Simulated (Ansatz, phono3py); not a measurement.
## Heat carried by phonons in NaI (Fm-3m)

Wanted: κ(T), lifetimes and mean free paths for NaI.

Experimental results on record:
- thermal conductivity 1.8 W/m/K near room temperature (given in “Combining the AFLOW GIBBS and Elastic Libraries to efficiently and robustly screen thermo-mechanical properties of solids”, 2017, arXiv:1611.05714)
- thermal conductivity 1.8 W/m/K near room temperature (given in “Predicting the lattice thermal conductivity of solids by solving the Boltzmann transport equation: AFLOW - AAPL an automated, accurate and efficient framework”, 2017, arXiv:1611.05481)

Main program and level: Ansatz 0.2.0; DFT LDA, scalar-relativistic, plane waves, PAW.

Most raw output is cut from this account.

## 1. Set-up

Symmetry: Fm-3m, No. 225, cubic system. The conventional cell has a = 6.473 Å, b = 6.473 Å, c = 6.473 Å, α = 90.00°, β = 90.00°, γ = 90.00°. Nearest to Na lie 6 I at 3.24 Å. Nearest to I lie 6 Na at 3.24 Å. Farther neighbours and most contacts between anions are not listed.

As a file:

```cif
data_structure
_symmetry_space_group_name_H-M 'Fm-3m'
_symmetry_Int_Tables_number 225
_cell_length_a 6.4728
_cell_length_b 6.4728
_cell_length_c 6.4728
_cell_angle_alpha 90.000
_cell_angle_beta 90.000
_cell_angle_gamma 90.000
_cell_volume 271.19
loop_
_atom_site_label
_atom_site_type_symbol
_atom_site_symmetry_multiplicity
_atom_site_Wyckoff_symbol
_atom_site_fract_x
_atom_site_fract_y
_atom_site_fract_z
_atom_site_occupancy
Na1 Na 4 a 0.00000 0.00000 0.00000 1
I1 I 4 b 0.50000 0.00000 0.00000 1
```

## 2. Probe on a coarse mesh

A cheap single point shows whether the cell is a metal or an insulator and how far it is from rest; that sets the k-mesh and the occupations of what follows.

Input file input.yaml:

```yaml
crystal:
  lattice:
    - [0.0, 3.2364, 3.2364]
    - [3.2364, 0.0, 3.2364]
    - [3.2364, 3.2364, 0.0]
  atoms:
    - { symbol: Na, position: [0.0, 0.0, 0.0] }
    - { symbol: I, position: [0.5, 0.5, 0.5] }
kpoints:
  mp_grid: { grid: [6, 6, 6] }
hamiltonian:
  xc: lda
scf:
  occupations: { method: gaussian, width: 0.1 }
output:
  forces: true
  stress: true
  eigenvalues: true
```

The run is started by

```bash
> ansatz run input.yaml --threads 4 --pin off --max-ram 16384MiB --backend cpu --events-out ev --progress --plain --runs-dir out
```

Run time: 0.88 s. Hardware: 4 threads of Arm Neoverse V2, shared host; peak memory 0.3 GiB.

Numbers from this step:

```
pressure          : -1.637 GPa
gap on the k-mesh : 3.333 eV
volume per atom   : 33.90 Å³
```

The start is under -1.6 GPa at this level and looks like an insulator or semiconductor on this mesh.

## 3. Finding the static equilibrium

The vibrations must be taken about the equilibrium of this functional, not about the starting cell, so the structure is relaxed.

input.yaml, the sections that differ from step 2:

```yaml
scf:
  occupations: { method: gaussian, width: 0.02 }
output:
  forces: true
  stress: true
  eigenvalues: true
  write_density: true
  write_potential: true
  elf: true
  volumetric_format: npy
relax:
  adjacent_minimum: "off"
  f_tol: 0.005
  max_steps: 80
  cell: { stress_tol: 0.05 }
# crystal, kpoints, hamiltonian: as in step 2
```

Elapsed: 1.9 s, on 4 threads; peak memory 0.33 GiB; 6 s of CPU time.

Step by step:

```
step  energy less that of the first step (eV)  largest force component (eV/Å)  pressure (GPa)  volume (Å³)
   1                                   0.0000                          0.0000           -1.64        67.80
   2                                  -0.0270                          0.0000           -0.94        64.53
   3                                  -0.0368                          0.0000            0.25        60.63
   4                                  -0.0372                          0.0000           -0.02        61.40
  5*                                  -0.0364                          0.0000           -0.02        61.40
```

Relaxation steps marked * repeat the geometry before them on a plane-wave basis chosen anew for their cell, so energy and pressure can jump there.

Forces are held to the 48 operations that the run works with; a distortion that breaks them can't arise in this run.

```
conventional cell, symmetrised  before  after  change
                         a (Å)   6.473  6.263  -3.2 %
                         b (Å)   6.473  6.263  -3.2 %
                         c (Å)   6.473  6.263  -3.2 %
              volume (Å³/atom)   33.90  30.70  -9.4 %
```

Final coordinates:

```xyz
2
Lattice="0.0000 3.1313 3.1313 3.1313 0.0000 3.1313 3.1313 3.1313 0.0000" Properties=species:S:1:pos:R:3 pbc="T T T"
Na    0.0000    0.0000    0.0000
I     3.1313    3.1313    3.1313
```

Numbers from this step:

- pressure: -0.02407 GPa
- gap on the k-mesh: 3.616 eV
- volume per atom: 30.70 Å³

ELF in the ac plane of the conventional cell at fractional y = 0.000, with atoms of Na and I within 0.2 Å of it. It is the smooth field of the valence electrons, not physical close to the nuclei.

Ten even steps from '_' (0.03) to '@' (0.76), each cell a mean:
```
++##::__##@@%%==----##@@@@--__++**
**==____**@@@@##****%%@@%%::__::++
________--%%@@@@@@@@@@@@**..______
----::__..==##@@@@@@%%**::__..::--
@@@@##--____::--------..__::**%%@@
@@@@@@##--______________..**@@@@@@
**##@@@@**____==**++::__--%%@@%%##
--++%%@@##__::##++**++__--@@@@**--
====%%@@##__--##--++**__--@@@@**--
==**%%@@**__..**####==__--@@@@##==
%%%%@@@@++____..--::____::##@@@@%%
@@@@@@**..________________==%%@@@@
####++..__..++**####**--__..--**##
________..**@@@@@@@@@@##--________
--..____++@@@@%%%%%%@@@@##::____::
##**..__##@@%%**==++##@@@@--__==##
==##--__##@@%%====--**@@@@--__**++
```
Columns run along a (6.3 Å), rows up along c (6.3 Å), edges of the conventional cell, whose origin can differ from the input's. Atoms in or near the plane, at fractional coordinates: Na at (0.00, 0.00), Na at (0.50, 0.50), I at (0.50, 0.00), I at (0.00, 0.50).

Electrostatic potential energy in the ac plane of the conventional cell at fractional y = 0.000, with atoms of Na and I within 0.2 Å of it. With pseudopotentials it is smooth inside the atoms' cores, unlike the true potential.

Ten even steps from '0' (-40 eV) to '9' (9 eV), each cell a mean:
```
02899857995699850
47899965655899985
89999987668999998
99999999999999999
99999999999999999
67899999889999986
65799987568999855
97589972006899659
98589971005899669
86689984127999757
56899998778999865
88999999999999998
99999999999999999
99999998889999999
78999986557899988
15899866875799972
01799858996699840
```
Columns run along a (6.3 Å; values clipped at the 3rd and 97th percentile), rows up along c (6.3 Å), edges of the conventional cell, whose origin can differ from the input's. Atoms in or near the plane, at fractional coordinates: Na at (0.00, 0.00), Na at (0.50, 0.50), I at (0.50, 0.00), I at (0.00, 0.50).

Valence density in the ac plane of the conventional cell at fractional y = 0.000, with atoms of Na and I within 0.2 Å of it. It is the smooth field of the valence electrons, not physical close to the nuclei.

Ten steps, logarithmic in the rise over the least value, from '_' (0 e/Å³) to '@' (17 e/Å³), each cell a mean:
```
@@**::__..::==##@@%%++--..____==%%
++--______..--++**++--::..____..==
__________..::::----::..__________
______________........____________
....__________________________....
--::..______________________..::--
**==--..______--++==..____..::--++
@@##==::____::**@@%%==____..--++%%
@@%%==::..__::##@@@@++____..--**@@
%%**--::____..++##**--____..::++##
==--::..______..::::________::--==
::::..______________________....::
..______________..______________..
____________..::::::..____________
::..______..::--====--..________::
##++..____::--**%%##==::..____--**
@@##::__..::==%%@@@@**--..____++@@
```
Columns run along a (6.3 Å), rows up along c (6.3 Å), edges of the conventional cell, whose origin can differ from the input's. Atoms in or near the plane, at fractional coordinates: Na at (0.00, 0.00), Na at (0.50, 0.50), I at (0.50, 0.00), I at (0.00, 0.50).

The relaxation ends with a pressure of -0.02 GPa.

## 4. A second relaxation

The relaxation is run once more from where the first one ended, as the script does after a large change of volume or of the gap, with mesh and occupations reviewed.

input.yaml, the sections that differ from step 3:

```yaml
crystal:
  lattice:
    - [0.0, 3.1312689517, 3.1312689517]
    - [3.1312689517, 0.0, 3.1312689517]
    - [3.1312689517, 3.1312689517, 0.0]
  atoms:
    - { symbol: Na, position: [0.0, 0.0, 0.0] }
    - { symbol: I, position: [0.5, 0.5, 0.5] }
output:
  forces: true
  stress: true
  eigenvalues: true
# kpoints, hamiltonian, scf, relax: as in step 3
```

Run time: 0.82 s. Hardware: 4 threads; peak memory 0.31 GiB; 2.4 s of CPU time.

Little changed from the start: no atom moved by 0.005 Å and no cell edge by 0.1 %.

## 5. Relaxing to small residual forces and stress

The relaxation is repeated with tighter thresholds on force and stress, since phonons are sensitive to what is left; a change of mesh or smearing in the input moves the cell too.

input.yaml, the sections that differ from step 4:

```yaml
scf:
  occupations: { method: fixed }
relax:
  adjacent_minimum: "off"
  f_tol: 0.001
  max_steps: 60
  cell: { stress_tol: 0.01 }
# crystal, kpoints, hamiltonian, output: as in step 4
```

Run time: 1.1 s. Hardware: 4 threads; peak memory 0.31 GiB; 3.4 s of CPU time.

Little changed from the start: no atom moved by 0.005 Å and no cell edge by 0.1 %.

Numbers from this step:

```
pressure          : -0.009790 GPa
gap on the k-mesh : 3.618 eV
volume per atom   : 30.68 Å³
```

The residual pressure is -0.0098 GPa, small enough for phonons.

## 6. A cheap rung, k-mesh 6×6×6, q-mesh of the transport sums 11×11×11

A small supercell and a short cutoff cost little, and show how far such settings carry.

Input file input.yaml:

```yaml
crystal:
  lattice:
    - [0.0, 3.1305432546, 3.1305432546]
    - [3.1305432546, 0.0, 3.1305432546]
    - [3.1305432546, 3.1305432546, 0.0]
  atoms:
    - { symbol: Na, position: [0.0, 0.0, 0.0] }
    - { symbol: I, position: [0.5, 0.5, 0.5] }
kpoints:
  mp_grid: { grid: [6, 6, 6] }
hamiltonian:
  xc: lda
scf:
  occupations: { method: fixed }
output:
  eigenvalues: true
phonons:
  method: fd
  dielectric: true
  supercell: [2, 2, 2]
  temperatures: { t_max: 1000, t_step: 50 }
  qpath:
    path:
      - [[0.0, 0.0, 0.0], [0.5, 0.0, 0.5], [0.625, 0.25, 0.625]]
      - [[0.375, 0.375, 0.75], [0.0, 0.0, 0.0], [0.5, 0.5, 0.5], [0.5, 0.25, 0.75], [0.5, 0.0, 0.5]]
    npoints: 10
  third_order: { supercell: [2, 2, 2], pair_cutoff: 3.281 }
  lattice_thermal_conductivity:
    qmesh: [11, 11, 11]
    temperatures: [100.0, 150.0, 200.0, 300.0, 400.0, 500.0]
    isotope_mass_variance: [{ species: I, variance: 0.0 }, { species: Na, variance: 0.0 }]
```

Wall time 5 min (4 threads); peak memory 1.7 GiB.

This step gave:

```
Γ frequencies                              : 0, 0, 0, 130.6, 130.6, 130.6 cm⁻¹ (negative: imaginary)
lowest frequency on the path               : 0 cm⁻¹
zero-point energy                          : 0.03625 eV/cell
point group                                : m-3m
highest frequency                          : 180.7 cm⁻¹
Debye temperature from the second moment   : 201 K
κ at 300 K (relaxation time)               : 4.373 W/m/K
κ at 300 K (full solution)                 : 4.585 W/m/K
dipole term                                : run
mean free path at half of κ                : 35.2 nm
share of κ above the three lowest branches : 0.037
third-order blocks                         : 38
periodic aliases dropped                   : 0
largest relative sum-rule correction       : 0.02527
displaced cells, third order               : 22
```

W/m/K. Kappa, by row:

```csv
T (K),RTA xx,RTA yy,RTA zz,full xx,full yy,full zz,coherence part xx,coherence part yy,coherence part zz,ending,iterations,least Ritz value
100,15.08,15.08,15.08,15.93,15.93,15.93,0.02612,0.02612,0.02612,converged,9,0.534
150,9.18,9.18,9.18,9.655,9.655,9.655,0.03891,0.03891,0.03891,converged,9,0.531
200,6.677,6.677,6.677,7.011,7.011,7.011,0.04778,0.04778,0.04778,converged,9,0.529
300,4.373,4.373,4.373,4.585,4.585,4.585,0.05927,0.05927,0.05927,converged,9,0.528
400,3.274,3.274,3.274,3.43,3.43,3.43,0.06625,0.06625,0.06625,converged,9,0.528
500,2.627,2.627,2.627,2.751,2.751,2.751,0.07079,0.07079,0.07079,converged,9,0.528
```

This rung gives 4.37 W/(m K) at 300 K by relaxation time, but with 16 atoms, 1 neighbour distance inside the cutoff and a 11×11×11 mesh it is a test, not the conductivity of the crystal.

## 7. Third-order constants on small settings, k-mesh 4×4×4, q-mesh of the transport sums 17×17×17

input.yaml: that of step 6 with these lines changed.

```diff
@@ -9,3 +9,3 @@
 kpoints:
-  mp_grid: { grid: [6, 6, 6] }
+  mp_grid: { grid: [4, 4, 4] }
 hamiltonian:
@@ -19,3 +19,3 @@
   dielectric: true
-  supercell: [2, 2, 2]
+  qmesh: [4, 4, 4]
   temperatures: { t_max: 1000, t_step: 50 }
@@ -28,3 +28,3 @@
   lattice_thermal_conductivity:
-    qmesh: [11, 11, 11]
+    qmesh: [17, 17, 17]
     temperatures: [100.0, 150.0, 200.0, 300.0, 400.0, 500.0]
```

The job ended after 2.1 min (4 threads; peak memory 1.6 GiB).

This step gave:

```
Γ frequencies                              : 0, 0, 0, 130.3, 130.3, 130.3 cm⁻¹ (negative: imaginary)
zero-point energy                          : 0.03604 eV/cell
highest frequency                          : 180.9 cm⁻¹
Debye temperature from the second moment   : 199 K
κ at 300 K (relaxation time)               : 4.761 W/m/K
κ at 300 K (full solution)                 : 4.969 W/m/K
mean free path at half of κ                : 34.7 nm
share of κ above the three lowest branches : 0.032
largest relative sum-rule correction       : 0.02593
```

W/m/K. Kappa, by row:

| T (K) | RTA xx | RTA yy | RTA zz | full xx | full yy | full zz | coherence part xx | coherence part yy | coherence part zz | ending | iterations | least Ritz value |
| --- | --- | --- | --- | --- | --- | --- | --- | --- | --- | --- | --- | --- |
| 100 | 16.53 | 16.53 | 16.53 | 17.42 | 17.42 | 17.42 | 0.02054 | 0.02054 | 0.02054 | converged | 9 | 0.503 |
| 150 | 10.03 | 10.03 | 10.03 | 10.52 | 10.52 | 10.52 | 0.02965 | 0.02965 | 0.02965 | converged | 9 | 0.498 |
| 200 | 7.287 | 7.287 | 7.287 | 7.619 | 7.619 | 7.619 | 0.03624 | 0.03624 | 0.03624 | converged | 9 | 0.496 |
| 300 | 4.761 | 4.761 | 4.761 | 4.969 | 4.969 | 4.969 | 0.04559 | 0.04559 | 0.04559 | converged | 9 | 0.495 |
| 400 | 3.558 | 3.558 | 3.558 | 3.711 | 3.711 | 3.711 | 0.05215 | 0.05215 | 0.05215 | converged | 9 | 0.494 |
| 500 | 2.85 | 2.85 | 2.85 | 2.971 | 2.971 | 2.971 | 0.05711 | 0.05711 | 0.05711 | converged | 9 | 0.494 |

This rung gives 4.76 W/(m K) at 300 K by relaxation time, but with 16 atoms, 1 neighbour distance inside the cutoff and a 17×17×17 mesh it is a test, not the conductivity of the crystal.

## 8. Levels and costs side by side

Ladder, by row:

| cells or q mesh | k mesh | pair cutoff | atoms in the supercell | q-mesh of the transport sums | κ at 300 K (relaxation time) (W/m/K) | κ at 300 K (full solution) (W/m/K) | core-minutes |
| --- | --- | --- | --- | --- | --- | --- | --- |
| 2x2x2 | 6x6x6 | 3.281 | 16 | 11×11×11 | 4.373 | 4.585 | 19.8 |
| 4x4x4 | 4x4x4 | 3.281 | 16 | 17×17×17 | 4.761 | 4.969 | 8.2 |

## 9. Summary of results

- conductivity: not obtained on sound settings

In words: No conductivity was obtained: no run with a large enough supercell and cutoff finished.

[Logs are printed without paths, hosts, clocks, repeated set-up lines and the standing remarks that a program may print on its own settings, such as how far it seeks lower states.]

[Hosts, paths, dates, database ids (printed as entryN), source tags and the programs' standing remarks are cut or masked in the printed files.]

[A step with changed settings may run another functional than the one named; its input shows which.]
